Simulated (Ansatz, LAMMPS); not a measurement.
**Structural relaxation of glassy 67P2O5-33BaO (mol %) (128 atoms)**

How does glassy 67P2O5-33BaO (mol %) (128 atoms) relax, and what do bonds and levels look like afterwards?

Method: Kohn-Sham DFT, RPBE, PAW (set soft_2), plane waves, in Ansatz 0.2.0.

## 1. Starting point

The cell holds 128 atoms: 32 P, 8 Ba and 88 O. Its edges and angles: a = 12.435 Å, b = 12.435 Å, c = 12.435 Å, α = 90.0°, β = 90.0°, γ = 90.0°. 128 atoms (32 P, 8 Ba, 88 O) placed at random at 3.04 g/cm³, melted at 4000 K for 10 ps at fixed volume with the Morse and Coulomb pair potential with partial charges (Pedone, Malavasi, Menziani, Cormack and Segre, J. Phys. Chem. B 110, 11780 (2006)). Quenched from 4000 K to 300 K at 200 K/ps and fixed volume, held 10 ps at zero pressure, then minimised at fixed cell.

What the set-up can't give: The quench rate of 200 K/ps is many orders above laboratory rates, so the cell is likely richer in defects and strain than a real sample. The starting topology of bonds comes from the classical model. The Brillouin zone is sampled at Γ only, in a cell whose shortest periodic width is 12 Å. The levels lack spin–orbit coupling, which is large for the heavy elements here.

## 2. How the cell was made

A classical potential supplies the starting structure, since it reaches far longer times than DFT.

This step: classical MD, Morse and Coulomb pair potential with partial charges (Pedone, Malavasi, Menziani, Cormack and Segre, J. Phys. Chem. B 110, 11780 (2006)) (LAMMPS 22 Jul 2025 - Update 4).

Input file in.lmp:

```
# melt-quench of P32Ba8O88
units metal
atom_style charge
boundary p p p
region box block 0 12.4139 0 12.4139 0 12.4139
create_box 3 box
mass 1 30.9738   # P
mass 2 137.3270   # Ba
mass 3 15.9990   # O
create_atoms 1 random 32 366774 NULL overlap 1.5 maxtry 2000
create_atoms 2 random 8 366781 NULL overlap 1.5 maxtry 2000
create_atoms 3 random 88 366788 NULL overlap 1.5 maxtry 2000
pair_style hybrid/overlay pedone 5.5 coul/long 8.0
pair_coeff * * coul/long
pair_coeff 1 3 pedone 0.831326 2.585833 1.800790 1   # P-O
pair_coeff 2 3 pedone 0.065011 1.547596 3.393410 5   # Ba-O
pair_coeff 3 3 pedone 0.042395 1.379316 3.618701 22   # O-O
set type 1 charge 3
set type 2 charge 1.2
set type 3 charge -1.2
kspace_style pppm 1.0e-4
neigh_modify delay 0 every 1 check yes
thermo_style custom step time temp pe press density
thermo_modify norm yes
timestep 0.002
thermo 100
min_style cg
minimize 1e-4 1e-4 200 2000
reset_timestep 0
velocity all create 4000 366775 mom yes dist gaussian
fix lim all nve/limit 0.05
fix lan all langevin 4000 4000 0.2 366776 zero yes
thermo 500
run 1000 post no
# [... 10 lines left out ...]
thermo 1666
fix md all npt temp 300 300 0.2 iso 0 0 2
run 5000 post no
unfix md
thermo 100
min_style cg
minimize 0 1e-3 2000 20000
write_dump all custom glass.dump id type xs ys zs modify sort id
```

Run with:

```console
$ lmp -in in.lmp -log none -nocite
```

Numbers of over 12 decimals in the logs are rounded to 6 here.

Output:

```text
LAMMPS (22 Jul 2025 - Update 4)
Created orthogonal box = (0 0 0) to (12.4139 12.4139 12.4139)
Created 32 atoms
Created 8 atoms
Created 88 atoms
PPPM initialization ...
  G vector (1/distance) = 0.39086135
  grid = 15 15 15
  estimated relative force accuracy = 4.8840084e-05
   Step          Time           Temp          PotEng         Press         Density
         0   0              0             -5.5741076      536121.93      3.0360268
       100   0.2            0             -20.671222     -125.28804      3.0360268
       104   0.208          0             -20.681169     -3603.4498      3.0360268
[... 40 lines left out ...]
     19992   39.984         315.56179     -20.814857      6809.0562      3.0916368
     20250   40.5           280.97234     -20.819028     -8484.138       3.0202935
Loop time of 4.86346 s on 1 MPI rank(s) for 5000 steps with 128 atoms
   Step          Time           Temp          PotEng         Press         Density
     20250   40.5           280.97234     -20.819028     -8484.0502      3.0202935
     20275   40.55          280.97234     -20.857015     -5481.2785      3.0202935
Loop time of 0.0659136 s on 1 MPI rank(s) for 25 steps with 128 atoms
Minimization stats:
  Stopping criterion = linesearch alpha is zero
  Energy initial, next-to-last, final =
      -20.819028222919   -20.857015328361   -20.857015328361
  Force two-norm initial, final = 20.193468 0.76179676
  Iterations, force evaluations = 25 83
```

Elapsed: 16 s, on 1 thread of Arm Neoverse V1, shared host; peak memory 0.069 GiB.

## 3. Single point at the start

A single point comes first, to see the forces before anything moves.

Input file input.yaml:

```yaml
crystal:
  lattice:
    - [12.43542, 0.0, 0.0]
    - [0.0, 12.43542, 0.0]
    - [0.0, 0.0, 12.43542]
  atoms:
    - { symbol: P, position: [0.58993, 0.35926, 0.61681] }
    - { symbol: P, position: [0.72448, 0.64306, 0.73917] }
    - { symbol: P, position: [0.21109, 0.76, 0.97239] }
    - { symbol: P, position: [0.81384, 0.27834, 0.55008] }
    - { symbol: P, position: [0.67001, 0.7095, 0.40284] }
    - { symbol: P, position: [0.46846, 0.84112, 0.66132] }
    - { symbol: P, position: [0.55015, 0.14557, 0.17227] }
    - { symbol: P, position: [0.2308, 0.30454, 0.4285] }
    - { symbol: P, position: [0.26676, 0.91118, 0.53282] }
    - { symbol: P, position: [0.03896, 0.82694, 0.58028] }
    - { symbol: P, position: [0.09984, 0.50844, 0.74545] }
    - { symbol: P, position: [0.98541, 0.444, 0.95564] }
    - { symbol: P, position: [0.18797, 0.54268, 0.08808] }
    - { symbol: P, position: [0.41582, 0.18961, 0.56158] }
    - { symbol: P, position: [0.36363, 0.86803, 0.30473] }
    - { symbol: P, position: [0.93113, 0.20247, 0.94074] }
    - { symbol: P, position: [0.42495, 0.69982, 0.85502] }
    - { symbol: P, position: [0.23823, 0.97486, 0.1133] }
    - { symbol: P, position: [0.04314, 0.77379, 0.32483] }
    - { symbol: P, position: [0.29912, 0.54305, 0.48276] }
    - { symbol: P, position: [0.31115, 0.20014, 0.20797] }
    - { symbol: P, position: [0.81247, 0.88578, 0.15541] }
    - { symbol: P, position: [0.29174, 0.33585, 0.9986] }
    - { symbol: P, position: [0.88485, 0.57996, 0.35618] }
    - { symbol: P, position: [0.9973, 0.0429, 0.11999] }
    - { symbol: P, position: [0.36561, 0.62607, 0.25596] }
    - { symbol: P, position: [0.52836, 0.60586, 0.57816] }
    - { symbol: P, position: [0.06674, 0.4253, 0.26978] }
    - { symbol: P, position: [0.00966, 0.80313, 0.83526] }
    - { symbol: P, position: [0.92606, 0.60086, 0.59807] }
    - { symbol: P, position: [0.58242, 0.92378, 0.06248] }
    - { symbol: P, position: [0.53017, 0.44989, 0.24039] }
    [... 90 atom lines left out ...]
    - { symbol: O, position: [0.9064, 0.55597, 0.48583] }
    - { symbol: O, position: [0.5995, 0.33446, 0.73418] }
    - { symbol: O, position: [0.62261, 0.63109, 0.66632] }
    - { symbol: O, position: [0.42971, 0.16176, 0.20409] }
    - { symbol: O, position: [0.81251, 0.20972, 0.96223] }
    - { symbol: O, position: [0.47067, 0.56271, 0.24196] }
kpoints:
  mp_grid: { grid: [1, 1, 1] }
hamiltonian:
  xc: rpbe
scf:
  occupations: { method: fixed }
output:
  forces: true
  stress: true
  populations: true
  dos:
    method: { smearing: { sigma: 0.08 } }
    de: 0.1
    projected: { site_lists: { Ba: [Ba], O: [O], P: [P] } }
  eigenvalues: true
```

Run with:

```console
$ ansatz run input.yaml --threads 4 --pin off --max-ram 8192MiB --backend cpu --events-out ev --progress --plain --runs-dir out
```

Output:

```text
Engine: ansatz 0.2.0, aarch64-unknown-linux-gnu
Pseudopotentials: kind: paw
Pseudopotential: P, paw, valence charge 5, recommended cutoff 420 eV (normal), P.paw.azcp
Pseudopotential: Ba, paw, valence charge 10, recommended cutoff 420 eV (normal), Ba.paw.azcp
Pseudopotential: O, paw, valence charge 6, recommended cutoff 420 eV (normal), O.paw.azcp
[... 5 lines on functional and potentials left out ...]
Crystal: 128 atoms, lattice volume = 1923.009 Å³
Basis set: ecut = 420 eV, 37529 PW (Γ), exchange–correlation on 180×180×180 points (8 copies of the dense FFT grid, shifted against one another)
Bands: 512, of which v1, the nominal top of the filled ones, is band 384 counted from 1 (383 counted from 0)
Symmetry: 1 space group operations
Space group: P1 (ITA 1), of the structure as read, at distance tolerance 1.2e-4 Å
k-points: 1
[... 10 lines on functional and potentials left out ...]
Initial density: superposition of atomic densities (neutral atoms: chi_scale 0, normalization atom), corrected by the library's trained network
Initial wavefunctions: pseudopotential atomic-orbital guess
Functional: x = rpbe, c = pbe(β = 0.066725)
SCF iter   1: F=—  HF=-122089.912909 eV  |F-HF|=—  |Δ(HF+E_count)|=         —  Δρ=7.43e-3  dr2=1.44e0  ethr=1.77e-3  ⟨swp⟩=6.0  Hψ=2082  notcnv=0  defer=126
preconditioner: auto → Resta (q_TF=auto, 2.341 Å⁻¹)  ε∞=3.1  [insulator: Δε(μ)=2.223 eV  Ē_g=15.858 eV  n_scr=436 (ndim 8)  ℏωp=23.2 eV  f_vac=0.177  ε∞_Penn≈3.1]
SCF iter   2: F=—  HF=-122089.580112 eV  |F-HF|=—  |Δ(HF+E_count)|=   3.33e-1  Δρ=3.85e-3  dr2=2.65e-1  ethr=1.87e-4  ⟨swp⟩=3.0  Hψ=914  notcnv=0  defer=126
SCF iter   3: F=—  HF=-122089.531712 eV  |F-HF|=—  |Δ(HF+E_count)|=   4.84e-2  Δρ=1.59e-3  dr2=8.51e-2  ethr=3.46e-5  ⟨swp⟩=3.0  Hψ=693  notcnv=0  defer=126
SCF iter   4: F=—  HF=-122089.510230 eV  |F-HF|=—  |Δ(HF+E_count)|=   2.15e-2  Δρ=7.33e-4  dr2=9.50e-3  ethr=1.11e-5  ⟨swp⟩=4.0  Hψ=716  notcnv=0  defer=126
SCF iter   5: F=—  HF=-122089.509255 eV  |F-HF|=—  |Δ(HF+E_count)|=   9.76e-4  Δρ=3.24e-4  dr2=1.82e-3  ethr=1.24e-6  ⟨swp⟩=3.0  Hψ=968  notcnv=0  defer=126
SCF iter   6: F=—  HF=-122089.509263 eV  |F-HF|=—  |Δ(HF+E_count)|=   8.41e-6  Δρ=1.04e-4  dr2=1.63e-4  ethr=2.37e-7  ⟨swp⟩=3.0  Hψ=733  notcnv=0  defer=126
SCF iter   7: F=—  HF=-122089.509292 eV  |F-HF|=—  |Δ(HF+E_count)|=   2.85e-5  Δρ=4.82e-5  dr2=3.65e-5  ethr=2.13e-8  ⟨swp⟩=3.0  Hψ=882  notcnv=0  defer=126
SCF iter   8: F=—  HF=-122089.513813 eV  |F-HF|=—  |Δ(HF+E_count)|=   4.52e-3  Δρ=1.30e-5  dr2=2.96e-6  ethr=4.76e-9  ⟨swp⟩=2.0  Hψ=768  notcnv=0  defer=126
SCF iter   9: F=—  HF=-122089.513816 eV  |F-HF|=—  |Δ(HF+E_count)|=   2.64e-6  Δρ=7.16e-6  dr2=7.85e-7  ethr=3.86e-10  ⟨swp⟩=3.0  Hψ=763  notcnv=0  defer=126
SCF iter  10: F=—  HF=-122089.513816 eV  |F-HF|=—  |Δ(HF+E_count)|=   3.70e-8  Δρ=2.92e-6  dr2=1.31e-7  ethr=1.02e-10  ⟨swp⟩=3.0  Hψ=961  notcnv=0  defer=126
SCF iter  11: F=-122089.513816 eV  HF=-122089.513816 eV  |F-HF|=5.98e-9  |Δ(HF+E_count)|=   2.49e-8  Δρ=7.66e-7  dr2=1.06e-8  ethr=1.30e-11  ⟨swp⟩=32.0  Hψ=5628  notcnv=0
SCF 1 converged in 11 iterations: F = -122089.513816 eV  dr2 = 1.06e-8
  greatest PAW one-centre occupation: 0.954 electrons in one spin orbital (limit 2), on the Ba atom at site 36 (counted from 0), in its partial waves of l = 0
SCF converged after 11 iterations
Free energy (F): -122089.513816 eV
Harris-Foulkes:  -122089.513816 eV  (|F-HF|=5.98e-9)
Internal energy: -122089.513816 eV  (E = F + TS)
E sigma→0 (E₀):  -122089.513816 eV
Fermi energy:    5.226877 eV
--- Per-component energies (eV) ---
  E_band       = -3882.687148
  E_kinetic    = 19564.908880
  E_local      = -57931.340138  (includes V_loc(G=0)·N_el)
  E_nonlocal   = 5546.032364
  E_hartree    = 22023.124477
  E_xc         = -9927.339513
  E_vxc        = -11433.188051  (∫ρ·V_xc dr)
  E_paw        = -74283.912697  (= ΣΔE_a)
  E_vpaw       = -3675.569863  (= ΣTr[D̂ρ^β])
  E_aug_tail   = 0.220983  (compensation charges beyond the density's cutoff)
  E_ewald      = -27077.991677
  E_core_change = -3.216496  (= ΣΔE_core)
  E_smearing   = -0.000000  (= −TS)
  E_closure    = 0.000000  (closes the sum)
  Σ components = -122089.513816   (vs F -122089.513816, Δ=0.00e0)
--- Forces (eV/Å), atoms counted from 1 ---
  atom   1  P      0.74856562    -0.69311572     1.59780860
  atom   2  P     -1.02924982     1.66662219     1.75923437
  atom   3  P      0.35702843     1.90991430    -0.62610836
  atom   4  P      2.70746999     0.17815683     1.02130419
  atom   5  P      0.54750261     2.20972087    -1.64781762
  atom   6  P      1.32768557    -2.43045820     0.43798009
  atom   7  P      2.34667419     1.00565028    -1.50193836
  atom   8  P     -0.72419744     0.54991211     0.52748478
  atom   9  P     -1.59793585     1.93209262    -1.02841430
  atom  10  P     -0.88274804     0.57366890    -1.04022980
  atom  11  P      5.03670502     2.22802401     2.21308180
  atom  12  P      0.23412561     1.29932052    -0.19600313
  atom  13  P     -0.83997641    -2.82976382     0.55826778
  atom  14  P      0.62808859    -2.05032359    -0.16296120
[...]
atom 127  O     -1.30428378     0.32173339     0.49980152
  atom 128  O     -0.76159336     5.32111184    -0.57086275
  max |Σ_I F_I| component: 2.05e-5 eV/Å
--- Stress (GPa, compression-positive) ---
        4.028396      -0.342165       0.812162
       -0.342166       4.782741      -0.408584
        0.812164      -0.408585       4.292916
  P = ⅓ Tr σ = 4.3680 GPa (43.680 kbar)
--- Band table (eV) ---
  k-point 0: bands = ["-23.2125", "-23.2081", "-22.8107", "-22.7309", [... 496 levels ...], "12.6022", "12.6225", "12.6374", "12.6518", "12.6619", "12.7051", "12.7234", "12.7395", "12.7567", "12.7748", "12.7896", "12.8073"]
--- Löwdin populations: 128 sites ---
  site symbol       q [e]
     0      P      2.7136
     1      P      2.7683
     2      P      2.6688
[...]
127      O      6.7231
  spilling = 0.017808 (of n_electrons = 768.000000)
```

It took 64 s on 4 threads of Arm Neoverse V1, shared host; peak memory 2.9 GiB.

In the SCF lines HF is the Harris–Foulkes energy and dr2 the Hartree energy of the density residual, in eV; the loop may stop once dr2 is under the threshold and the program's other checks hold. Hψ counts applications of the Hamiltonian.

Numbers from this run:

```yaml
free_energy: -122089.5138 eV
free_energy_per_atom: -953.8243 eV/atom
scf_cycles: 11
pressure: 4.368 GPa
r_m_s_force_component: 1.383 eV/Å
longest_force: 6.188 eV/Å
fermi_energy: 5.227 eV
spacing_of_highest_filled_and_lowest_empty_level: 1.356 eV
spilling_of_the_projection: 0.01781
```

The r.m.s. force component of 1.4 eV/Å and the pressure of 4.4 GPa set the starting point.

Neighbours are counted within 2.11 Å (O-P), 3.29 Å (O-Ba).

Length of the force by element and coordination:

| element | coordination | atoms | mean length of the force (eV/Å) | spread | least | most |
| --- | --- | --- | --- | --- | --- | --- |
| Ba | all | 8 | 1.10 | 0.370 | 0.613 | 1.81 |
| Ba | 5 | 5 | 1.05 | 0.264 | 0.620 | 1.42 |
| Ba | 6 | 2 | 1.45 | 0.357 | 1.09 | 1.81 |
| Ba | 7 | 1 | 0.613 | 0 | 0.613 | 0.613 |
| O | all | 88 | 1.78 | 0.962 | 0.359 | 5.41 |
| O | 1 | 12 | 0.998 | 0.279 | 0.520 | 1.55 |
| O | 2 | 64 | 1.90 | 0.968 | 0.467 | 5.41 |
| O | 3 | 10 | 1.55 | 0.623 | 0.359 | 2.57 |
| O | 4 | 2 | 3.72 | 0.426 | 3.30 | 4.15 |
| P | all | 32 | 3.11 | 1.30 | 1.05 | 6.19 |
| P | 4 | 26 | 3.22 | 1.32 | 1.33 | 6.19 |
| P | 5 | 6 | 2.65 | 1.11 | 1.05 | 4.34 |

[end of part 1 of 3]

[Logs are printed without paths, hosts, clocks, repeated set-up lines and the standing remarks that a program may print on its own settings, such as how far it seeks lower states.]

[Hosts, paths, dates, database ids (printed as entryN), source tags and the programs' standing remarks are cut or masked in the printed files.]
